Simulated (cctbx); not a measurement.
**LaFe3As2H6O14 with cctbx, script by script**

Library: cctbx 2025.11. The data are simulated by the first script.

## 1. Simulate the data

run.py:

```python
from cctbx import adptbx, crystal, miller, sgtbx, xray
from cctbx.array_family import flex
from iotbx.shelx import hklf
from scitbx import matrix
import scitbx.random

cs = crystal.symmetry(unit_cell=(6.99, 6.99, 17.002, 90, 90, 120), space_group_symbol='Hall: -R 3 2"')  # R-3m
atoms = [  # label, site, U (iso, or U11 U22 U33 U12 U13 U23 in A^2), occupancy
    ("La1", (0, 0, 0), 0.0057, 1),
    ("As1", (1/3, 2/3, 0.3528), 0.0061, 1),
    ("Fe1", (0.83333, 0.16667, 0.16667), 0.0078, 1),
    ("O1", (0.549, 0.098, 0.1965), 0.0120, 1),
    ("O2", (0.4571, 0.9142, 0.3939), 0.0107, 1),
    ("O3", (1/3, 2/3, 0.0775), 0.0117, 1),
    ("H1", (0.4744, 0.9488, 0.2125), 0.0260, 1),
]
xs = xray.structure(crystal_symmetry=cs)
for label, site, u, occ in atoms:
    u = adptbx.u_cif_as_u_star(cs.unit_cell(), u) if isinstance(u, tuple) else u
    xs.add_scatterer(xray.scatterer(label, site=site, u=u, occupancy=occ))
xs.set_inelastic_form_factors(1.54184, "sasaki")
xs.show_summary()
p1 = xs.expand_to_p1()
ms = miller.build_set(p1, anomalous_flag=True, d_min=0.8)
flex.set_random_seed(50930)
scitbx.random.set_random_seed(50930)
ms = ms.select(flex.random_double(ms.size()) < 0.7)
i = ms.structure_factors_from_scatterers(p1, algorithm="direct").f_calc().as_intensity_array().data()
i = i * 40000 / flex.max(i)
sig = flex.sqrt(i + flex.pow2(0.04 * i) + 2 ** 2)
noise = scitbx.random.variate(scitbx.random.normal_distribution())(i.size())
data = ms.array(data=i + sig * noise, sigmas=sig).set_observation_type_xray_intensity()
with open("data.hkl", "w") as f:
    data.export_as_shelx_hklf(f)
print("reflections written:", data.size(), " <I/sigma> = %.1f" % flex.mean(data.data() / data.sigmas()))
for h, a, b in list(data.sort("data"))[:12]:
    print("%4d%4d%4d %9.1f %7.1f" % (h + (a, b)))
```

```console
$ python run.py
```

```text
Number of scatterers: 7
At special positions: 7
Unit cell: (6.99, 6.99, 17.002, 90, 90, 120)
Space group: R -3 m :H (No. 166)
reflections written: 4142  <I/sigma> = 6.3
   2   2   0   44125.5  1612.5
   2  -4   0   40391.2  1612.5
  -2  -2   0   39174.2  1612.5
   4  -2   0   38013.7  1612.5
  -3   3  -3   36217.9  1351.9
   0  -2 -10   35328.2  1322.2
   0   3   3   34116.9  1351.9
   2  -2  10   33781.2  1322.2
   0   2  10   33416.8  1322.2
  -2   2 -10   32971.0  1322.2
   0  -3  -3   32889.8  1351.9
   2   0 -10   32519.7  1322.2
```

Run time: 0.25 s on 1 thread of Arm Neoverse V2, with other jobs on the host, peak memory 0.07 GiB.

## 2. Symmetry

run.py:

```python
from cctbx import crystal, sgtbx, statistics
from cctbx.array_family import flex
from iotbx.shelx import hklf

p1 = crystal.symmetry(unit_cell=(6.99, 6.99, 17.002, 90, 90, 120), space_group_symbol="P 1")
raw = hklf.reader(file_name="data.hkl").as_miller_arrays(crystal_symmetry=p1, anomalous=True)[0]
print(raw.size(), "reflections to d = %.3f A" % raw.d_min())
isig = raw.data() / raw.sigmas()
print("centring   violations  <I/sigma> of those")
best = "P"
for c in "ABCIRF":
    a = raw.customized_copy(space_group_info=sgtbx.space_group_info("Hall: %s 1" % c)).sys_absent_flags().data()
    m = flex.mean(isig.select(a))
    print("%5s %10d of %5d %8.1f" % (c, (isig.select(a) > 4).count(True), a.count(True), m))
    if (isig.select(a) > 4).count(True) < 0.01 * a.count(True):
        best = c
raw = raw.select(~raw.customized_copy(space_group_info=sgtbx.space_group_info("Hall: %s 1" % best)).sys_absent_flags().data())
isig = raw.data() / raw.sigmas()
rows = []
for s in sgtbx.space_group_symbol_iterator():
    g = sgtbx.space_group(s)
    if g.conventional_centring_type_symbol() != best or not g.is_compatible_unit_cell(p1.unit_cell(), 1e-3, 0.02):
        continue
    rows.append((s, g))
print("Laue class    unique    Rint  (classes that these axes allow; Friedel mates merged)")
rint = {}
for s, g in rows:
    laue = g.build_derived_patterson_group()
    key = laue.type().hall_symbol()
    if key not in rint:
        m = raw.customized_copy(space_group_info=laue.info(), anomalous_flag=False).merge_equivalents()
        rint[key] = m.r_int()
        print("%-14s %6d %7.3f" % (laue.type().lookup_symbol(), m.array().size(), m.r_int()))
floor = min(rint.values())
good = [(s, g) for s, g in rows if rint[g.build_derived_patterson_group().type().hall_symbol()] < 2 * floor + 0.03]
top = max(g.build_derived_patterson_group().order_z() for s, g in good)
print("space group    extra absences  I>4sigma  <I/sigma>")
for s, g in good:
    laue = g.build_derived_patterson_group()
    if laue.order_z() != top:
        continue
    a = raw.customized_copy(space_group_info=g.info()).sys_absent_flags().data()
    a &= ~raw.customized_copy(space_group_info=laue.info()).sys_absent_flags().data()
    bad = (isig.select(a) > 4).count(True)
    if bad <= 0.03 * a.count(True):
        print("%-16s %8d %10d %9s  %s" % (s.universal_hermann_mauguin(), a.count(True), bad, "%.1f" % flex.mean(isig.select(a)) if a.count(True) else "-", "centric" if g.is_centric() else "acentric"))
laue = max(good, key=lambda t: t[1].build_derived_patterson_group().order_z())[1].build_derived_patterson_group()
f = raw.customized_copy(space_group_info=laue.info(), anomalous_flag=False).merge_equivalents().array().eliminate_sys_absent().f_sq_as_f()
f.set_observation_type_xray_amplitude()
bins = max(3, min(8, f.size() // 12))
f.setup_binner(n_bins=bins)
w = statistics.wilson_plot(f, {e: n / laue.order_z() for e, n in {'La': 3.0, 'As': 6.0, 'Fe': 9.0, 'O': 42.0, 'H': 18.0}.items()}, e_statistics=True)
print("Wilson B = %.2f A^2   <|E^2-1|> = %.3f (0.968 centric, 0.736 acentric)   E^2>4: %.1f %%" % (w.wilson_b, w.mean_e_sq_minus_1, w.percent_e_sq_gt_2))
print("shell (A)         n   <I/sigma>")
m = raw.customized_copy(space_group_info=laue.info(), anomalous_flag=False).merge_equivalents().array().eliminate_sys_absent()
for b in m.setup_binner(n_bins=bins).range_used():
    sel = m.binner().selection(b)
    print("%5.2f - %4.2f %6d %8.1f" % (min(m.binner().bin_d_range(b)[0] if m.binner().bin_d_range(b)[0] > 0 else 99, 99), m.binner().bin_d_range(b)[1], sel.count(True), flex.mean((m.data() / m.sigmas()).select(sel))))
```

```console
$ python run.py
```

```text
4142 reflections to d = 0.800 A
centring   violations  <I/sigma> of those
    A        666 of  2053      5.9
    B        664 of  2047      5.8
    C        684 of  2036      6.3
    I        666 of  2052      5.9
    R          1 of  2767      0.0
    F       1007 of  3068      6.0
Laue class    unique    Rint  (classes that these axes allow; Friedel mates merged)
R -3 :H           333   0.031
R -3 m :H         211   0.033
space group    extra absences  I>4sigma  <I/sigma>
R 3 2 :H                0          0         -  acentric
R 3 m :H                0          0         -  acentric
R -3 m :H               0          0         -  centric
Wilson B = 0.56 A^2   <|E^2-1|> = 0.801 (0.968 centric, 0.736 acentric)   E^2>4: 0.0 %
shell (A)         n   <I/sigma>
 5.70 - 1.59     34     40.2
 1.59 - 1.27     29     46.9
 1.27 - 1.11     23     41.3
 1.11 - 1.01     22     50.4
 1.01 - 0.94     31     41.3
 0.94 - 0.88     20     42.6
 0.88 - 0.84     28     38.3
 0.84 - 0.80     24     48.4
```

Time: 0.25 s.

## 3. Charge flipping

run.py:

```python
import itertools
from cctbx import crystal, maptbx
from cctbx.array_family import flex
from iotbx.shelx import hklf
from smtbx.ab_initio import charge_flipping as cf

cs = crystal.symmetry(unit_cell=(6.99, 6.99, 17.002, 90, 90, 120), space_group_symbol='Hall: -R 3 2"')  # R-3m
raw = hklf.reader(file_name="data.hkl").as_miller_arrays(crystal_symmetry=cs, anomalous=True)[0]
merged = raw.eliminate_sys_absent().merge_equivalents()
fo2 = merged.array().set_observation_type_xray_intensity()
f = fo2.average_bijvoet_mates().f_sq_as_f().resolution_filter(d_min=0.8)
p1 = f.expand_to_p1()
work = p1
flex.set_random_seed(4165)
it = cf.weak_reflection_improved_iterator(delta=None, weak_reflection_fraction=0.1)
it.start(work, phases=flex.random_double(p1.size()) * 6.2832, f_000=0)
it.delta = 1.2 * it.rho_map.sigma()
print("cycle      R  skewness")
for n, st in enumerate(itertools.islice(it, 200)):
    if n % 16 == 0:
        print("%5d %6.3f %8.2f" % (n, st.r1_factor(), st.rho_map.skewness()))
rho = p1.phase_transfer(it.f_calc).fft_map().apply_volume_scaling()
polish = cf.low_density_elimination_iterator(constant_rho_c=rho.sigma())
polish.start(f_obs=p1, phases=it.f_calc, f_000=0)
for _ in range(8):
    next(polish)
print("origin shift          correlation  skewness")
maps = []
for fc, shift, cc in itertools.islice(cf.f_calc_symmetrisations(f, polish.f_calc, 0), 4):
    m = f.phase_transfer(fc).fft_map(symmetry_flags=maptbx.use_space_group_symmetry, resolution_factor=0.25).apply_sigma_scaling()
    maps.append((m.skewness(), cc, m))
    print("%6.3f %6.3f %6.3f %10.3f %9.2f" % (tuple(shift) + (cc, m.skewness())))
skew, cc, m = max((t for t in maps if t[1] > maps[0][1] - 0.04), key=lambda t: t[0])
print("taken: symmetry correlation %.3f, skewness %.2f" % (cc, skew))
peaks = m.peak_search(parameters=maptbx.peak_search_parameters(min_distance_sym_equiv=0.9, max_clusters=12)).all()
sps = cs.special_position_settings(min_distance_sym_equiv=0.5)
print("peak      x       y       z  mult  height/sigma")
for k, (x, h) in enumerate(zip(peaks.sites(), peaks.heights())):
    ss = sps.site_symmetry(x)
    print("Q%-3d %7.4f %7.4f %7.4f %4d %8.1f" % ((k + 1,) + tuple(t % 1 for t in ss.exact_site()) + (ss.multiplicity(), h)))
```

```console
$ python run.py
```

```text
cycle      R  skewness
    0  0.522     0.51
   16  0.304     5.65
   32  0.292     4.99
   48  0.318     5.03
   64  0.344     4.86
   80  0.352     5.20
   96  0.340     5.06
  112  0.342     4.86
  128  0.353     5.00
  144  0.353     4.94
  160  0.346     4.69
  176  0.347     4.95
  192  0.356     4.99
origin shift          correlation  skewness
 0.089  0.515  0.316      0.863      4.30
 0.266  0.917  0.189      0.841      3.38
 0.095  0.521  0.459      0.850      5.76
 0.087  0.514  0.154      0.858      4.06
taken: symmetry correlation 0.850, skewness 5.76
peak      x       y       z  mult  height/sigma
Q1    0.0000  0.0000  0.0000    3     23.4
Q2    0.0000  0.0000  0.3143    6     11.0
Q3    0.0000  0.5000  0.5000    9      5.8
Q4    0.0021  0.5011  0.1822   18      5.2
Q5    0.0000  0.0000  0.1905    6      4.7
Q6    0.0742  0.5371  0.0902   18      2.8
Q7    0.0000  0.0000  0.1297    6      2.4
Q8    0.0000  0.0000  0.3832    6      2.3
Q9    0.0700  0.5350  0.4060   18      2.1
Q10   0.0962  0.1924  0.3302   18      1.9
Q11   0.0948  0.1896  0.0107   18      1.7
Q12   0.0962  0.1925  0.9558   18      1.7
```

Time: 0.4 s.

## 4. Refinement (model from the peaks)

run.py:

```python
import math
from cctbx import adptbx, crystal, maptbx, sgtbx, xray
from cctbx.array_family import flex
from cctbx.xray import observations
from iotbx.shelx import hklf
from scitbx.lstbx import normal_eqns_solving
from smtbx import absolute_structure, utils
from smtbx.refinement import constraints, least_squares

cs = crystal.symmetry(unit_cell=(6.99, 6.99, 17.002, 90, 90, 120), space_group_symbol='Hall: -R 3 2"')  # R-3m
atoms = [  # label, site, U (iso, or U11 U22 U33 U12 U13 U23 in A^2), occupancy
    ("La1", (0, 0, 0), 0.0200, 1),
    ("As1", (0, 0, 0.3143), 0.0200, 1),
    ("Fe1", (0, 0.5, 0.5), 0.0200, 1),
    ("O1", (0.0021, 0.5011, 0.1822), 0.0200, 1),
    ("O2", (0, 0, 0.1905), 0.0200, 1),
    ("O3", (0.0742, 0.5371, 0.0902), 0.0200, 1),
]
xs = xray.structure(crystal_symmetry=cs)
for label, site, u, occ in atoms:
    u = adptbx.u_cif_as_u_star(cs.unit_cell(), u) if isinstance(u, tuple) else u
    xs.add_scatterer(xray.scatterer(label, site=site, u=u, occupancy=occ))
xs.set_inelastic_form_factors(1.54184, "sasaki")
raw = hklf.reader(file_name="data.hkl").as_miller_arrays(crystal_symmetry=cs, anomalous=True)[0]
merged = raw.eliminate_sys_absent().merge_equivalents()
fo2 = merged.array().set_observation_type_xray_intensity()
print("Rint %.3f, %d unique reflections to %.2f A" % (merged.r_int(), fo2.size(), fo2.d_min()))
for sc in xs.scatterers():
    sc.flags.set_grad_site(True)
    sc.flags.set_grad_u_aniso(sc.flags.use_u_aniso())
    sc.flags.set_grad_u_iso(sc.flags.use_u_iso())
obs = fo2.as_xray_observations()
extra = {}
rep = constraints.reparametrisation(xs, [], utils.connectivity_table(xs), **extra)
ls = least_squares.crystallographic_ls(obs, rep, weighting_scheme=least_squares.mainstream_shelx_weighting(a=0, b=0))
print("cycle     R1     wR2    GooF  max shift (A)")
for cycle in range(6):
    ls.build_up()
    r1, wr2, goof = ls.r1_factor(cutoff_factor=2)[0], ls.wR2(), ls.goof()
    old = xs.sites_cart()
    normal_eqns_solving.levenberg_marquardt_iterations(ls, n_max_iterations=3, tau=0.0001, step_threshold=1e-7)
    big = flex.max((xs.sites_cart() - old).norms())
    print("%4d %7.4f %7.4f %7.3f %9.5f" % (cycle + 1, r1, wr2, goof, big))
    ls.build_up(objective_only=True)
    if abs(ls.wR2() - wr2) < 5e-5 and big < 5e-4:
        break
ls.build_up()
print("final R1 %.4f wR2 %.4f GooF %.3f  parameters %d  data/parameter %.1f" % (ls.r1_factor(cutoff_factor=2)[0], ls.wR2(), ls.goof(), ls.n_parameters, fo2.size() / ls.n_parameters))
cov = ls.covariance_matrix_and_annotations()
su = dict(zip(cov.annotations, (math.sqrt(max(v, 0)) for v in cov.matrix.matrix_packed_u_diagonal())))
a2 = cs.unit_cell().reciprocal_parameters()[0] ** -2
print("atom        x        y        z      Ueq    occ   su(xyz)  su(Uiso or U11)")
for sc in xs.scatterers():
    s = max(su.get(sc.label + k, 0) for k in (".x", ".y", ".z"))
    npd = "" if sc.is_positive_definite_u(cs.unit_cell()) else "  NPD"
    print("%-5s %8.5f %8.5f %8.5f %8.4f %6.3f %8.5f %7.4f%s" % ((sc.label,) + sc.site + (sc.u_iso_or_equiv(cs.unit_cell()), sc.occupancy, s, su.get(sc.label + ".uiso", su.get(sc.label + ".u11", 0) * a2), npd)))
fo = fo2.f_sq_as_f()
fc = fo.structure_factors_from_scatterers(xs, algorithm="direct").f_calc()
diff = fo.f_obs_minus_f_calc(1 / math.sqrt(ls.scale_factor()), fc).average_bijvoet_mates()
m = diff.fft_map(symmetry_flags=maptbx.use_space_group_symmetry, resolution_factor=0.25).apply_volume_scaling()
print("difference map: max %.2f min %.2f rms %.2f" % (m.statistics().max(), m.statistics().min(), m.statistics().sigma()))
peaks = m.peak_search(parameters=maptbx.peak_search_parameters(min_distance_sym_equiv=0.6, max_clusters=6)).all()
near = xs.closest_distances(peaks.sites(), distance_cutoff=4)
sps = cs.special_position_settings(min_distance_sym_equiv=0.5)
for k, (x, h) in enumerate(zip(peaks.sites(), peaks.heights())):
    ss = sps.site_symmetry(x)
    print("Q%-3d %7.4f %7.4f %7.4f %4d %7.2f  %.2f A from %s" % ((k + 1,) + tuple(t % 1 for t in ss.exact_site()) + (ss.multiplicity(), h, near.smallest_distances[k], xs.scatterers()[near.i_seqs[k]].label)))
```

```console
$ python run.py
```

```text
Rint 0.033, 211 unique reflections to 0.80 A
cycle     R1     wR2    GooF  max shift (A)
   1  0.6953  0.9471  45.829   0.70494
   2  0.2418  0.5708  27.623   0.72089
   3  0.2174  0.5232  25.319   0.25451
   4  0.2108  0.5045  24.415   0.24922
   5  0.2054  0.4977  24.082   0.22057
   6  0.1988  0.4894  23.683   0.11024
final R1 0.1936 wR2 0.4752 GooF 22.993  parameters 12  data/parameter 17.6
atom        x        y        z      Ueq    occ   su(xyz)  su(Uiso or U11)
La1    0.00000  0.00000  0.00000   0.0001  1.000  0.00000  0.0025
As1    0.00000  0.00000  0.31380   0.0001  1.000  0.00039  0.0027
Fe1    0.00000  0.50000  0.50000   0.0001  1.000  0.00000  0.0027
O1    -0.08985  0.45507  0.19542   0.0055  1.000  0.00554  0.0055
O2     0.00000  0.00000  0.13181   0.0853  1.000  0.00871  0.0412
O3     0.37276  0.68638  0.06981   0.0947  1.000  0.03425  0.0367
difference map: max 39.86 min -5.30 rms 2.09
Q1    0.0000  0.0000  0.0000    3   39.86  0.00 A from La1
Q2    0.0830  0.5415  0.3938   18   19.46  1.67 A from As1
Q3    0.0000  0.0000  0.3190    6   19.26  0.09 A from As1
Q4    0.0000  0.5000  0.5000    9   13.33  0.00 A from Fe1
Q5    0.0000  0.0000  0.4139    6   10.90  0.30 A from O3
Q6    0.1141  0.2282  0.1340   18    6.24  0.11 A from O1
```

Time: 0.56 s.

Figures of merit this high mean that the model is still wrong or incomplete.

## 5. Refinement (atoms added from the difference map)

run.py, as its changes from the last script of this kind:

```diff
@@ -12,6 +12,7 @@
-    ("La1", (0, 0, 0), 0.0200, 1),
-    ("As1", (0, 0, 0.3143), 0.0200, 1),
-    ("Fe1", (0, 0.5, 0.5), 0.0200, 1),
-    ("O1", (0.0021, 0.5011, 0.1822), 0.0200, 1),
-    ("O2", (0, 0, 0.1905), 0.0200, 1),
-    ("O3", (0.0742, 0.5371, 0.0902), 0.0200, 1),
+    ("La1", (0, 0, 0), 0.0030, 1),
+    ("As1", (0, 0, 0.3138), 0.0030, 1),
+    ("Fe1", (0, 0.5, 0.5), 0.0030, 1),
+    ("O1", (-0.08985, 0.45507, 0.19542), 0.0055, 1),
+    ("O2", (0, 0, 0.13181), 0.0853, 1),
+    ("O3", (0.37276, 0.68638, 0.06981), 0.0947, 1),
+    ("H1", (0.083, 0.5415, 0.3938), 0.0200, 1),
@@ -62 +63 @@
-peaks = m.peak_search(parameters=maptbx.peak_search_parameters(min_distance_sym_equiv=0.6, max_clusters=6)).all()
+peaks = m.peak_search(parameters=maptbx.peak_search_parameters(min_distance_sym_equiv=0.6, max_clusters=5)).all()
```

```console
$ python run.py
```

```text
Rint 0.033, 211 unique reflections to 0.80 A
cycle     R1     wR2    GooF  max shift (A)
   1  0.2634  0.6350  30.881   0.71329
   2  0.1779  0.4498  21.874   0.41971
   3  0.1737  0.4310  20.960   0.43360
   4  0.1710  0.4212  20.487   0.42103
   5  0.1714  0.4239  20.616   0.27726
   6  0.1703  0.4184  20.348   0.13093
final R1 0.1686 wR2 0.4207 GooF 20.463  parameters 14  data/parameter 15.1
atom        x        y        z      Ueq    occ   su(xyz)  su(Uiso or U11)
La1    0.00000  0.00000  0.00000   0.0012  1.000  0.00000  0.0023
As1    0.00000  0.00000  0.31390   0.0012  1.000  0.00037  0.0024
Fe1    0.00000  0.50000  0.50000   0.0016  1.000  0.00000  0.0025
O1    -0.08907  0.45547  0.19493   0.0054  1.000  0.00495  0.0048
O2     0.00000  0.00000  0.19476   0.1083  1.000  0.01079  0.0480
O3     0.33333  0.66667  0.07420   0.0029  1.000  0.00245  0.0080
H1     0.04346  0.52173  0.40587   0.0679  1.000  0.19418  0.2300
difference map: max 33.61 min -5.49 rms 1.79
Q1    0.0000  0.0000  0.0000    3   33.61  0.00 A from La1
Q2    0.0844  0.5422  0.3941   18   20.00  0.32 A from H1
Q3    0.0000  0.0000  0.3162    6   15.74  0.04 A from As1
Q4    0.0000  0.5000  0.5000    9   10.65  0.00 A from Fe1
Q5    0.0000  0.0000  0.4240    6    4.42  0.28 A from O3
```

Time: 0.59 s.

Figures of merit this high mean that the model is still wrong or incomplete.

## 6. Charge flipping

run.py, as its changes from the last script of this kind:

```diff
@@ -13,2 +13,3 @@
-work = p1
-flex.set_random_seed(4165)
+p1.setup_binner_counting_sorted(reflections_per_bin=max(40, p1.size() // 12))
+work = p1.array(data=p1.data() / p1.amplitude_quasi_normalisations().data())
+flex.set_random_seed(4166)
@@ -19,2 +20,2 @@
-for n, st in enumerate(itertools.islice(it, 200)):
-    if n % 16 == 0:
+for n, st in enumerate(itertools.islice(it, 400)):
+    if n % 33 == 0:
```

```console
$ python run.py
```

```text
cycle      R  skewness
    0  0.543     0.30
   33  0.433     3.58
   66  0.447     3.45
   99  0.457     3.54
  132  0.426     3.68
  165  0.446     3.64
  198  0.458     3.88
  231  0.454     3.59
  264  0.438     3.72
  297  0.460     3.57
  330  0.458     3.59
  363  0.449     3.61
  396  0.448     3.72
origin shift          correlation  skewness
 0.069  0.441  0.432      0.843      0.73
 0.073  0.441  0.278      0.835      0.85
 0.075  0.446  0.119      0.848      0.76
 0.060  0.446  0.087      0.844      0.63
taken: symmetry correlation 0.835, skewness 0.85
peak      x       y       z  mult  height/sigma
Q1    0.0000  0.0000  0.1656    6      5.6
Q2    0.0000  0.0000  0.5000    3      5.5
Q3    0.0522  0.1044  0.8952   18      4.8
Q4    0.0204  0.5102  0.7283   18      4.5
Q5    0.0635  0.1269  0.2037   18      4.0
Q6    0.0072  0.5036  0.3362   18      3.9
Q7    0.0257  0.4050  0.3864   36      3.4
Q8    0.0631  0.1263  0.5985   18      3.3
Q9    0.0000  0.0000  0.3480    6      2.6
Q10   0.0000  0.5000  0.5000    9      2.5
Q11   0.0043  0.5022  0.1753   18      2.5
Q12   0.0000  0.5000  0.0000    9      2.0
```

Run time: 0.48 s on 1 thread of Arm Neoverse V2 (shared host), peak memory 0.08 GiB.

[Logs are printed without paths, hosts, clocks, repeated set-up lines and the standing remarks that a program may print on its own settings, such as how far it seeks lower states.]
